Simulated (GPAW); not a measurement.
**STM contrast on 1T-SrClBr monolayer**

What would a tunnelling microscope show on 1T-SrClBr monolayer?

Calculated with GPAW 26.7.0; GPAW, PAW setups; layer in a repeated cell with vacuum, relaxation of atoms and in-plane cell, in the first sound run; inputs show where later runs differ.

Most raw output is cut from this account.

### Step 1. The starting structure

The cell holds 3 atoms: 1 Br, 1 Sr and 1 Cl. Cell: a = 4.133 Å, b = 4.133 Å, c = 17.570 Å, α = 90.0°, β = 90.0°, γ = 120.0°. Vacuum lies along c.

### Step 2. Relaxing the atoms

The atoms are relaxed first, since the surface dipole, and with it the work function, follows the positions of the outer layers.

run.py

```python
import json
import numpy as np
from ase import Atoms
from ase.filters import FrechetCellFilter
from ase.optimize import BFGS
from gpaw import GPAW, PW

slab = Atoms(
    ['Br', 'Sr', 'Cl'],
    positions=[
        [2.06658, 1.19314, 7.00000],
        [0.00000, 0.00000, 8.93543],
        [-0.00000, 2.38628, 10.57012]],
    cell=[[4.13316, 0.0, 0.0], [-2.06658, 3.57943, 0.0], [0.0, 0.0, 17.5701]],
    pbc=[True, True, True])

slab.calc = GPAW(mode=PW(600), xc='PBE', kpts={'size': (9, 9, 1), 'gamma': True},
                 occupations={'name': 'fermi-dirac', 'width': 0.05}, nbands='160%',
                 convergence={'density': 1e-05}, maxiter=200,
                 symmetry={'tolerance': 1e-3}, txt='slab.txt')
result = {}
# The in-plane cell is free; stress needs a cell that repeats along all three vectors
path = []
opt = BFGS(FrechetCellFilter(slab, mask=[1, 1, 0, 0, 0, 1]), maxstep=0.2)
opt.attach(lambda: path.append((slab.get_potential_energy(), slab.positions.tolist(), slab.get_forces().tolist())))
result['relaxed'] = bool(opt.run(fmax=0.02, steps=45))
result['path'] = path
result['cell'] = slab.cell.tolist()
print('in-plane lattice', slab.cell.cellpar().round(4)[[0, 1, 5]])
energy = slab.get_potential_energy()
fermi = slab.calc.get_fermi_level()
v = slab.calc.get_electrostatic_potential().mean((0, 1)) - fermi
n = slab.calc.get_pseudo_density().mean((0, 1))
L = slab.cell[2, 2]
z = np.arange(len(v)) * L / len(v)
low, high = slab.positions[:, 2].min(), slab.positions[:, 2].max()
below, above = np.interp([low - 4.8, high + 4.8], z, v)
slopes = [np.interp(x, z, np.gradient(v, z)) for x in (low - 4.8, high + 4.8)]
eps = np.array([[slab.calc.get_eigenvalues(k, s) for k in range(len(slab.calc.get_ibz_k_points()))]
                for s in range(slab.calc.get_number_of_spins())]) - fermi
top, bottom = eps[eps < 0].max(), eps[eps > 0].min()
dipole = slab.get_dipole_moment()[2]
print(f'energy {energy:.4f} eV, Fermi level {fermi:.4f} eV, dipole {dipole:.5f} e A')
print(f'potential 4.8 A off the faces, from the Fermi level: lower {below:.4f} eV, upper {above:.4f} eV')
print(f'slope of the potential there: lower {slopes[0]:.5f}, upper {slopes[1]:.5f} eV/A')
print(f'nearest levels on the mesh: {top:.4f} and {bottom:.4f} eV')
print('magnetic moment', round(slab.get_magnetic_moment(), 3))
result.update(energy=energy, fermi=fermi, dipole=dipole, below=below, above=above, slopes=slopes, edges=[top, bottom],
              z=z.tolist(), v=v.tolist(), n=n.tolist(), positions=slab.positions.tolist(),
              forces=slab.get_forces(apply_constraint=False).tolist(), moments=slab.get_magnetic_moments().tolist())
json.dump(result, open('result.json', 'w'))
```

On the command line:

```bash
> OMP_NUM_THREADS=1 OPENBLAS_NUM_THREADS=1 python run.py
```

Wall time 5 min (1 thread of AMD EPYC 7R13 (Zen 3), shared host); peak memory 0.42 GiB.

This step gave:

* dipole along the normal: 0.05355 e·Å
* levels nearest the Fermi level on the mesh: -2.481, 2.832 eV from the Fermi level

Electrostatic potential energy of an electron (without an applied field's), less the Fermi level, planar mean against z:

| z (Å) | electrostatic potential energy of an electron (without an applied field's), less the Fermi level, planar mean (eV) |
| --- | --- |
| 0 | 5.17 |
| 1 | 5.20 |
| 2 | 5.23 |
| 3 | 5.26 |
| 4 | 5.29 |
| 5 | 5.30 |
| 6 | 4.79 |
| 7 | -4.33 |
| 8 | -2.17 |
| 9 | -9.82 |
| 10 | -6.19 |
| 11 | 2.37 |
| 12 | 4.89 |
| 13 | 5.02 |
| 14 | 5.06 |
| 15 | 5.09 |
| 16 | 5.12 |
| 17 | 5.15 |

The pseudo valence density, planar mean by z:

z (Å), pseudo valence density, planar mean (e/Å³) and a bar from the least value:
```
     0.00      0.000 
     0.53      0.000 
     0.88      0.000 
     1.41      0.000 
     1.93      0.000 
     2.28      0.000 
     2.81      0.000 
     3.34      0.000 
     3.69      0.000 
     4.22      0.000 
     4.74      0.001 
     5.10      0.002 
     5.62      0.009 #
     6.15      0.049 ###
     6.50      0.129 ########
     7.03      0.235 ###############
     7.56      0.251 ################
     7.91      0.245 ################
     8.43      0.289 ###################
     8.96      0.457 ##############################
     9.49      0.314 #####################
     9.84      0.316 #####################
    10.37      0.266 #################
    10.89      0.180 ############
    11.24      0.068 ####
    11.77      0.012 #
    12.30      0.002 
    12.65      0.001 
    13.18      0.000 
    13.70      0.000 
    14.06      0.000 
    14.58      0.000 
    15.11      0.000 
    15.46      0.000 
    15.99      0.000 
    16.52      0.000 
    16.87      0.000 
    17.39      0.000
```

The relaxation lowered the energy of the cell by 0.264 eV (energies extrapolated to zero smearing; the optimiser's log prints free energies). The largest force left on a free atom is 0.0094 eV/Å.

### Step 3. Plane waves, PBE

With the geometry fixed, the planar mean of the potential gives the vacuum level on each side.

This step: GPAW, PAW setups; slab in vacuum (GPAW 26.7.0).

The cell differs from the one that the last finished run ended in (c 17.570 → 16.985 Å).

run.py

```python
import json
import numpy as np
from ase import Atoms
from ase.dft.stm import STM
from gpaw import GPAW, PW

slab = Atoms(
    ['Br', 'Sr', 'Cl'],
    positions=[
        [2.25845, 1.30392, 7.00000],
        [0.00000, -0.00000, 8.62728],
        [-0.00000, 2.60783, 9.98532]],
    cell=[[4.51691, -0.0, 0.0], [-2.25845, 3.91176, 0.0], [0.0, 0.0, 16.9853]],
    pbc=[True, True, False])

slab.calc = GPAW(mode=PW(400), xc='PBE', kpts={'size': (9, 9, 1), 'gamma': True},
                 occupations={'name': 'fermi-dirac', 'width': 0.05}, nbands='160%',
                 convergence={'density': 1e-05}, maxiter=200,
                 poissonsolver={'dipolelayer': 'xy'},
                 symmetry={'tolerance': 1e-3}, txt='slab.txt')
result = {}
energy = slab.get_potential_energy()
fermi = slab.calc.get_fermi_level()
v = slab.calc.get_electrostatic_potential().mean((0, 1)) - fermi
n = slab.calc.get_pseudo_density().mean((0, 1))
L = slab.cell[2, 2]
z = np.arange(len(v)) * L / len(v)
low, high = slab.positions[:, 2].min(), slab.positions[:, 2].max()
below, above = np.interp([low - 4.8, high + 4.8], z, v)
slopes = [np.interp(x, z, np.gradient(v, z)) for x in (low - 4.8, high + 4.8)]
eps = np.array([[slab.calc.get_eigenvalues(k, s) for k in range(len(slab.calc.get_ibz_k_points()))]
                for s in range(slab.calc.get_number_of_spins())]) - fermi
top, bottom = eps[eps < 0].max(), eps[eps > 0].min()
dipole = slab.get_dipole_moment()[2]
print(f'energy {energy:.4f} eV, Fermi level {fermi:.4f} eV, dipole {dipole:.5f} e A')
print(f'potential 4.8 A off the faces, from the Fermi level: lower {below:.4f} eV, upper {above:.4f} eV')
print(f'slope of the potential there: lower {slopes[0]:.5f}, upper {slopes[1]:.5f} eV/A')
print(f'nearest levels on the mesh: {top:.4f} and {bottom:.4f} eV')
print('magnetic moment', round(slab.get_magnetic_moment(), 3))
result.update(energy=energy, fermi=fermi, dipole=dipole, below=below, above=above, slopes=slopes, edges=[top, bottom],
              z=z.tolist(), v=v.tolist(), n=n.tolist(), positions=slab.positions.tolist(),
              forces=slab.get_forces(apply_constraint=False).tolist(), moments=slab.get_magnetic_moments().tolist())

# Images need the states of the whole zone, up to time reversal
slab.calc = slab.calc.fixed_density(symmetry={'point_group': False}, txt='states.txt', nbands='250%',
                                    convergence={'bands': 'CBM+1.3'})
stm = STM(slab)
result['stm'] = []
for bias in [-1.0, 1.0]:
    height = high + 4.0
    current = stm.get_averaged_current(bias, height)
    x, y, h = stm.scan(bias, current)
    i, f = divmod(height / L * stm.ldos.shape[2], 1)
    I = abs((1 - f) * stm.ldos[:, :, int(i)] + f * stm.ldos[:, :, int(i) + 1])
    print(f'bias {bias} V: mean current at 4.0 A {current:.4e}, corrugation {np.ptp(h):.4f} A')
    result['stm'].append(dict(bias=bias, current=current, h=(h - high).tolist(), I=I.tolist()))
json.dump(result, open('result.json', 'w'))
```

It took 65 s on 1 thread; peak memory 0.41 GiB.

This step gave:

| Item | Value |
| --- | --- |
| dipole along the normal | 0.04204 e·Å |
| levels nearest the Fermi level on the mesh | -2.526, 2.774 eV from the Fermi level |
| upper work function | 4.897 eV |
| lower work function | 5.328 eV |
| upper ionisation energy | 7.423 eV |

Electrostatic potential energy of an electron (without an applied field's), less the Fermi level, planar mean against z:

| z (Å) | electrostatic potential energy of an electron (without an applied field's), less the Fermi level, planar mean (eV) |
| --- | --- |
| 0.0 | 5.11 |
| 0.5 | 5.33 |
| 1.0 | 5.33 |
| 1.5 | 5.33 |
| 2.0 | 5.33 |
| 2.5 | 5.33 |
| 3.0 | 5.33 |
| 3.5 | 5.33 |
| 4.0 | 5.32 |
| 4.5 | 5.31 |
| 5.0 | 5.27 |
| 5.5 | 5.03 |
| 6.0 | 3.89 |
| 6.5 | -0.887 |
| 7.0 | -7.79 |
| 7.5 | -3.47 |
| 8.0 | -3.37 |
| 8.5 | -9.53 |
| 9.0 | -6.83 |
| 9.5 | -4.18 |
| 10.0 | -8.49 |
| 10.5 | 0.00737 |
| 11.0 | 3.89 |
| 11.5 | 4.70 |
| 12.0 | 4.86 |
| 12.5 | 4.89 |
| 13.0 | 4.90 |
| 13.5 | 4.90 |
| 14.0 | 4.90 |
| 14.5 | 4.90 |
| 15.0 | 4.90 |
| 15.5 | 4.90 |
| 16.0 | 4.90 |
| 16.5 | 4.90 |

Table of pseudo valence density, planar mean by z:

| z (Å) | pseudo valence density, planar mean (e/Å³) |
| --- | --- |
| 3 | 6.5e-6 |
| 4 | 1.4e-4 |
| 5 | 0.00350 |
| 6 | 0.0772 |
| 7 | 0.225 |
| 8 | 0.258 |
| 9 | 0.364 |
| 10 | 0.267 |
| 11 | 0.0599 |
| 12 | 0.00235 |
| 13 | 9.2e-5 |
| 14 | 4.1e-6 |

The layer is gapped, so the Fermi level lies somewhere inside the gap, set by smearing and numerics, and these work functions are no property of the material; the band edges below the vacuum level are. The potential is flat to 3.4e-5 eV/Å where it is read, so the vacuum is wide enough. At -1 and 1 V the search found no usable constant-current contour near the set height, since the window lies inside the gap and carries no current, so the printed corrugation is no image; it is left out.

### Step 4. A changed run

One more run, with changed settings.

run.py: that of step 3 with these lines changed.

```diff
@@ -3,3 +3,2 @@
 from ase import Atoms
-from ase.dft.stm import STM
 from gpaw import GPAW, PW
@@ -15,5 +14,5 @@
 
-slab.calc = GPAW(mode=PW(400), xc='PBE', kpts={'size': (9, 9, 1), 'gamma': True},
+slab.calc = GPAW(mode=PW(400), xc='PBE', kpts={'size': (1, 1, 1), 'gamma': True},
                  occupations={'name': 'fermi-dirac', 'width': 0.05}, nbands='160%',
-                 convergence={'density': 1e-05}, maxiter=200,
+                 convergence={'density': 1e-05}, maxiter=75,
                  poissonsolver={'dipolelayer': 'xy'},
@@ -42,16 +41,2 @@
               forces=slab.get_forces(apply_constraint=False).tolist(), moments=slab.get_magnetic_moments().tolist())
-
-# Images need the states of the whole zone, up to time reversal
-slab.calc = slab.calc.fixed_density(symmetry={'point_group': False}, txt='states.txt', nbands='250%',
-                                    convergence={'bands': 'CBM+1.3'})
-stm = STM(slab)
-result['stm'] = []
-for bias in [-1.0, 1.0]:
-    height = high + 4.0
-    current = stm.get_averaged_current(bias, height)
-    x, y, h = stm.scan(bias, current)
-    i, f = divmod(height / L * stm.ldos.shape[2], 1)
-    I = abs((1 - f) * stm.ldos[:, :, int(i)] + f * stm.ldos[:, :, int(i) + 1])
-    print(f'bias {bias} V: mean current at 4.0 A {current:.4e}, corrugation {np.ptp(h):.4f} A')
-    result['stm'].append(dict(bias=bias, current=current, h=(h - high).tolist(), I=I.tolist()))
 json.dump(result, open('result.json', 'w'))
```

The job ended after 4.3 s (1 thread; peak memory 0.18 GiB).

The run finished. A setting was moved off its sound value on purpose, so it serves as a test and not as the result.

The fault put into the input: one k-point (kpts = [1, 1]).

The two runs compared:

| quantity | this run | sound run | difference |
| --- | --- | --- | --- |
| dipole along the normal (e·Å) | 0.038167 | 0.042038 | -0.00387 |
| upper work function (eV) | 4.9007 | 4.8970 | 0.00367 |
| lower work function (eV) | 5.2916 | 5.3275 | -0.0360 |
| upper ionisation energy (eV) | 7.0817 | 7.4230 | -0.341 |

The two runs differ clearly in the dipole along the normal: 0.0382 e·Å against 0.0420 e·Å.

### Step 5. Summary of results

```json
{"work function, upper and lower face (Fermi level placed in the gap by the smearing)": "4.897 and 5.328 eV", "ionisation energy from the upper face (highest filled level on the mesh)": "7.42 eV", "electron affinity from the upper face (lowest empty Kohn-Sham level on the mesh)": "2.12 eV", "dipole along the normal": "0.0420 e Å"}
```

What this shows: With plane waves and PBE the ionisation energy from the upper face is 7.42 eV and the Kohn-Sham electron affinity 2.12 eV. The two faces differ by 0.43 eV, the step that the slab's dipole makes (e p/(ε0 A) gives 0.43 eV), so the dipole layer is needed. The levels nearest the Fermi level on the mesh lie 5.30 eV apart, so the slab is gapped there: the smearing puts the Fermi level inside the gap, and from either face the ionisation energy is the work function plus 2.5 eV. Both are Kohn-Sham levels on the mesh, and semilocal gaps are too small, so the affinity tends to come out too large and the ionisation energy too small. The starting lattice was a guess from atomic radii; the relaxation moved it by 9 %. The relaxation of atoms and cell ran in a fully periodic cell without the dipole layer, so the atoms of this polar layer felt a small spurious field. The layer's cell and atoms come from the relaxation; spin-orbit coupling and temperature are left out.

[Logs are printed without paths, hosts, clocks, repeated set-up lines and the standing remarks that a program may print on its own settings, such as how far it seeks lower states.]

[Hosts, paths, dates, database ids (printed as entryN), source tags and the programs' standing remarks are cut or masked in the printed files.]
